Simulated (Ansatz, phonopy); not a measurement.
# How NaI (Fm-3m) expands on warming, part 2 of 3

Wanted: α(T), C_P(T) and B(T) of NaI in the quasi-harmonic approximation.

Experimental results on record:
- volume expansion coefficient 135 1e-6/K near room temperature (given in “Descriptors for thermal expansion in solids”, 2017, arXiv:1701.03966)

Ansatz 0.2.0; DFT LDA, scalar-relativistic, plane waves, PAW.

So far, principal linear expansion coefficients at 298 K (× 1e-6/K): step 7 (phonons on strained cells, cutoff 550 eV, k-mesh 8×8×8) 46.5.

### Step 8. Quasi-harmonic fit by phonopy

This step: DFT LDA, scalar-relativistic, plane waves, PAW (phonopy 4.10.0).

Numbers from this step:

| Property | Result |
| --- | --- |
| volume expansion coefficient at 300 K | 140.0 1e-6/K |
| isothermal bulk modulus at 300 K | 16.67 GPa |
| C_P at 300 K | 26.38 J/mol-atom/K |
| Grüneisen parameter at 300 K | 1.829 |

The energy (each curve on its own zero) by volume; values in meV/atom:

| volume (Å³/atom) | static | F at 0 K | F at 300 K | F at 500 K |
| --- | --- | --- | --- | --- |
| 30.67 | 0 | 1.47 | 6.24 | 10.3 |
| 31.13 | 0.45 | 1.41 | 4.62 | 7.31 |
| 31.76 | 2.38 | 2.66 | 3.71 | 4.57 |
| 32.32 | 5.25 | 4.93 | 4.02 | 3.23 |
| 32.89 | 9.16 | 8.26 | 5.28 | 2.78 |
| 33.47 | 14.1 | 12.6 | 7.44 | 3.16 |

Phonopy-qha, vinet fit of F(V) at each temperature. Qha vinet, by row:

```csv
T (K),fitted volume (Å³/atom),alpha_V (1e-6/K),B_T (GPa),C_P (J/mol-atom/K),Grueneisen
75,31.02,81.98,19.75,18.81,1.624
100,31.1,97.4,19.46,21.39,1.692
125,31.18,107,19.15,22.87,1.727
150,31.26,113.8,18.82,23.81,1.748
175,31.35,119,18.49,24.47,1.765
200,31.45,123.6,18.14,24.97,1.779
225,31.55,127.8,17.79,25.38,1.792
250,31.65,131.8,17.42,25.74,1.804
275,31.76,135.8,17.05,26.07,1.816
300,31.87,140,16.67,26.38,1.829
325,31.98,144.3,16.27,26.7,1.842
350,32.1,148.8,15.87,27.01,1.856
375,32.22,153.7,15.46,27.33,1.87
400,32.34,158.9,15.04,27.67,1.885
425,32.48,164.5,14.61,28.02,1.9
450,32.61,170.6,14.17,28.41,1.917
475,32.75,177.2,13.71,28.82,1.935
```

Table of volume expansion coefficient by temperature; values in 1e-6/K:

```
temperature (K)  phonopy-qha, Vinet  Ansatz's own study
             75                82.0                83.8
            100                97.4                98.3
            125                 107                 108
            150                 114                 114
            175                 119                 119
            200                 124                 124
            225                 128                 128
            250                 132                 132
            275                 136                 136
            300                 140                 140
            325                 144                 144
            350                 149                 148
            375                 154                 153
            400                 159                 158
            425                 164                 164
            450                 171                 170
            475                 177                 177
```

The fit gives a volume expansion of 140 × 10⁻⁶/K at 300 K, against 140 at 298 K from the study itself, whose static fit uses more cells.

### Step 9. Phonons on strained cells, cutoff 487.2 eV, k-mesh 12×12×12

This step: DFT LDA, scalar-relativistic, plane waves, PAW (Ansatz 0.2.0).

File input.yaml:

```yaml
crystal:
  lattice:
    - [0.0, 3.1298713051, 3.1298713051]
    - [3.1298713051, 0.0, 3.1298713051]
    - [3.1298713051, 3.1298713051, 0.0]
  atoms:
    - { symbol: Na, position: [0.0, 0.0, 0.0] }
    - { symbol: I, position: [0.5, 0.5, 0.5] }
kpoints:
  mp_grid: { grid: [12, 12, 12] }
hamiltonian:
  xc: lda
scf:
  occupations: { method: fixed }
output:
  eigenvalues: true
phonons:
  method: dfpt
  qmesh: [4, 4, 4]
  temperatures: { t_max: 500.0, t_step: 25 }
  thermal_expansion: {}
```

Started as:

```
ansatz run input.yaml --threads 4 --pin off --max-ram 16384MiB --backend cpu --events-out ev --progress --plain --runs-dir out
```

Elapsed: 51 min, on 4 threads of Arm Neoverse V2, shared host; peak memory 4.3 GiB; 3.4 h of CPU time.

This step gave:

| Item | Value |
| --- | --- |
| pressure | 8.90e-5 GPa |
| volume expansion coefficient at 298 K | 139.6 1e-6/K |
| C_P at 298 K | 26.34 J/mol-atom/K |
| principal linear expansion coefficients at 298 K | 46.52, 46.52, 46.52 1e-6/K |

Strained cells of the study; zero-point energy where phonons were solved; the pressures are stresses at a fixed cutoff and can carry an offset from the finite basis. Expansion cells, by row:

```
cell  |a| (Å)  |b| (Å)  |c| (Å)  V (Å³/atom)  E - E_lowest (meV/atom)  pressure, compression positive (GPa)  gap (eV)  zero-point energy (meV/atom)
   1    4.426    4.426    4.426        30.66                        0                                 -0.01      3.62                             -
   2    4.462    4.462    4.462         31.4                    1.111                                -0.478     3.547                             -
   3    4.391    4.391    4.391        29.94                    1.163                                 0.516     3.697                             -
   4    4.427    4.427    4.427        30.67                        0                                -0.015     3.619                         18.09
   5    4.449    4.449    4.449        31.13                    0.455                                -0.315     3.573                         17.57
   6    4.479    4.479    4.479        31.76                    2.383                                -0.682     3.513                         16.89
   7    4.505    4.505    4.505        32.32                     5.25                                -0.974     3.462                          16.3
   8    4.531    4.531    4.531        32.89                    9.161                                -1.241     3.414                         15.71
   9    4.557    4.557    4.557        33.47                    14.06                                -1.484     3.367                         15.13
  10    4.383    4.383    4.383        29.76                    1.798                                 0.651     3.716                             -
  11    4.405    4.405    4.405        30.21                    0.436                                 0.306     3.667                             -
  12    4.594    4.594    4.594        34.28                    22.29                                -1.782     3.305                             -
```

Quasi-harmonic; a, b, c are the run's own cell vectors. Expansion, by row:

```
T (K)  a (Å)  b (Å)  c (Å)  alpha (deg)  beta (deg)  gamma (deg)  cell volume (Å³/cell)  alpha_a (1e-6/K)  alpha_b (1e-6/K)  alpha_c (1e-6/K)  alpha_V (1e-6/K)  C_P (J/mol-atom/K)  C_V (J/mol-atom/K)  S (J/mol-atom/K)  B_T (GPa)  B_S (GPa)  Grueneisen  extrapolation  fit error (1e-6/K)
    0  4.439  4.439  4.439           60          60           60                  61.86                 0                 0                 0                 0                   0                   0                 0      20.21      20.21           -              0                   0
   25   4.44   4.44   4.44           60          60           60                  61.87              7.12              7.12              7.12             21.36               6.437               6.432             3.006      20.18      20.19       1.248              0                   0
   50  4.441  4.441  4.441           60          60           60                  61.94             19.54             19.54             19.54             58.61               14.23               14.17             10.04      20.01       20.1       1.544              0                0.01
   75  4.444  4.444  4.444           60          60           60                  62.05             27.92             27.92             27.92             83.77               18.83               18.63             16.78      19.75      19.95       1.659              0                0.01
  100  4.447  4.447  4.447           60          60           60                  62.19             32.79             32.79             32.79             98.36               21.34               20.98             22.57      19.45      19.78       1.707              0                0.02
  125  4.451  4.451  4.451           60          60           60                  62.35             35.85             35.85             35.85             107.6                22.8               22.28              27.5      19.14      19.58       1.734              0                0.02
  150  4.455  4.455  4.455           60          60           60                  62.53             38.03             38.03             38.03             114.1               23.74               23.05             31.75      18.81      19.38       1.753              0                0.02
  175  4.459  4.459  4.459           60          60           60                  62.71             39.76             39.76             39.76             119.3               24.41               23.54             35.46      18.48      19.16       1.768              0                0.03
  200  4.464  4.464  4.464           60          60           60                   62.9             41.25             41.25             41.25             123.8               24.92               23.87             38.76      18.14      18.94       1.781              0                0.03
  225  4.469  4.469  4.469           60          60           60                   63.1             42.62             42.62             42.62             127.9               25.34                24.1             41.72      17.79       18.7       1.793              0                0.04
  250  4.473  4.473  4.473           60          60           60                   63.3             43.94             43.94             43.94             131.8               25.71               24.26             44.41      17.43      18.47       1.805              0                0.04
  275  4.478  4.478  4.478           60          60           60                  63.51             45.27             45.27             45.27             135.8               26.04               24.39             46.87      17.06      18.22       1.817              0                0.05
298.1  4.483  4.483  4.483           60          60           60                  63.72             46.52             46.52             46.52             139.6               26.34               24.47             48.99      16.71      17.99       1.828              0                0.05
  300  4.484  4.484  4.484           60          60           60                  63.73             46.62             46.62             46.62             139.8               26.36               24.48             49.15      16.69      17.97       1.829              0                0.05
  325  4.489  4.489  4.489           60          60           60                  63.96             48.03             48.03             48.03             144.1               26.67               24.55             51.27       16.3       17.7       1.842              0                0.05
  350  4.494  4.494  4.494           60          60           60                  64.19             49.52             49.52             49.52             148.6               26.98               24.61             53.26       15.9      17.43       1.855              0                0.06
  375    4.5    4.5    4.5           60          60           60                  64.44             51.11             51.11             51.11             153.3               27.31               24.66             55.13      15.49      17.15       1.869              0                0.06
  400  4.506  4.506  4.506           60          60           60                  64.69             52.83             52.83             52.83             158.5               27.64                24.7             56.91      15.07      16.86       1.883              0                0.07
  425  4.512  4.512  4.512           60          60           60                  64.95             54.71             54.71             54.71             164.1                  28               24.73             58.59      14.63      16.56       1.899              0                0.07
  450  4.518  4.518  4.518           60          60           60                  65.22             56.78             56.78             56.78             170.3               28.39               24.75              60.2      14.17      16.25       1.915              0                0.07
  475  4.525  4.525  4.525           60          60           60                  65.51             59.08             59.08             59.08             177.2               28.81               24.78             61.75       13.7      15.92       1.932              0                0.07
  500  4.532  4.532  4.532           60          60           60                   65.8             61.66             61.66             61.66               185               29.27                24.8             63.24       13.2      15.58       1.951              0                0.09
```

Table of expansion coefficient by temperature; values in 1e-6/K:

```
temperature (K)  volume  principal 1
              0       0            0
             25    21.4         7.12
             50    58.6         19.5
             75    83.8         27.9
            100    98.4         32.8
            125     108         35.9
            150     114         38.0
            175     119         39.8
            200     124         41.2
            225     128         42.6
            250     132         43.9
            275     136         45.3
            298     140         46.5
            300     140         46.6
            325     144         48.0
            350     149         49.5
            375     153         51.1
            400     158         52.8
            425     164         54.7
            450     170         56.8
            475     177         59.1
            500     185         61.7
```

Changing the k-mesh (8×8×8 → 12×12×12) and the cutoff (550 → 487.2 eV) takes the volume expansion at 298 K from 140 to 140 × 10⁻⁶/K and B_T from 16.7 to 16.7 GPa.

### Step 10. Free-energy fit

This step: DFT LDA, scalar-relativistic, plane waves, PAW (phonopy 4.10.0).

This step gave:

```
isothermal bulk modulus at 300 K : 16.66 GPa
C_P at 300 K                     : 26.39 J/mol-atom/K
```

The energy (each curve on its own zero) by volume; values in meV/atom:

(Unchanged from step 8.)

Phonopy-qha, vinet fit of F(V) at each temperature. Qha vinet, by row:

```csv
T (K),fitted volume (Å³/atom),alpha_V (1e-6/K),B_T (GPa),C_P (J/mol-atom/K),Grueneisen
75,31.02,82.04,19.75,18.81,1.624
100,31.1,97.46,19.45,21.39,1.692
125,31.18,107.1,19.14,22.87,1.727
150,31.26,113.8,18.82,23.81,1.749
175,31.35,119.1,18.48,24.47,1.765
200,31.45,123.6,18.14,24.97,1.779
225,31.55,127.8,17.78,25.38,1.792
250,31.65,131.9,17.42,25.74,1.804
275,31.76,135.9,17.05,26.07,1.817
300,31.87,140,16.66,26.39,1.829
325,31.98,144.3,16.27,26.7,1.842
350,32.1,148.9,15.87,27.01,1.856
375,32.22,153.7,15.46,27.33,1.87
400,32.35,158.9,15.04,27.67,1.885
425,32.48,164.5,14.61,28.02,1.901
450,32.61,170.6,14.17,28.41,1.917
475,32.75,177.2,13.72,28.82,1.935
```

The volume expansion coefficient by temperature; values in 1e-6/K:

```
temperature (K)  phonopy-qha, Vinet  Ansatz's own study
             75                82.0                83.8
            100                97.5                98.4
            125                 107                 108
            150                 114                 114
            175                 119                 119
            200                 124                 124
            225                 128                 128
            250                 132                 132
            275                 136                 136
            300                 140                 140
            325                 144                 144
            350                 149                 149
            375                 154                 153
            400                 159                 158
            425                 164                 164
            450                 171                 170
            475                 177                 177
```

The fit gives a volume expansion of 140 × 10⁻⁶/K at 300 K, against 140 at 298 K from the study itself, whose static fit uses more cells.

### Step 11. Phonons on strained cells, cutoff 487.2 eV

This step: DFT LDA, scalar-relativistic, plane waves, PAW (Ansatz 0.2.0).

Changes to input.yaml since step 9:

```diff
@@ -9,3 +9,3 @@
 kpoints:
-  mp_grid: { grid: [12, 12, 12] }
+  mp_grid: { grid: [8, 8, 8] }
 hamiltonian:
```

The job ended after 17 min (4 threads; peak memory 1.6 GiB).

[end of part 2 of 3]

[Logs are printed without paths, hosts, clocks, repeated set-up lines and the standing remarks that a program may print on its own settings, such as how far it seeks lower states.]

[Hosts, paths, dates, database ids (printed as entryN), source tags and the programs' standing remarks are cut or masked in the printed files.]

[A step with changed settings may run another functional than the one named; its input shows which.]
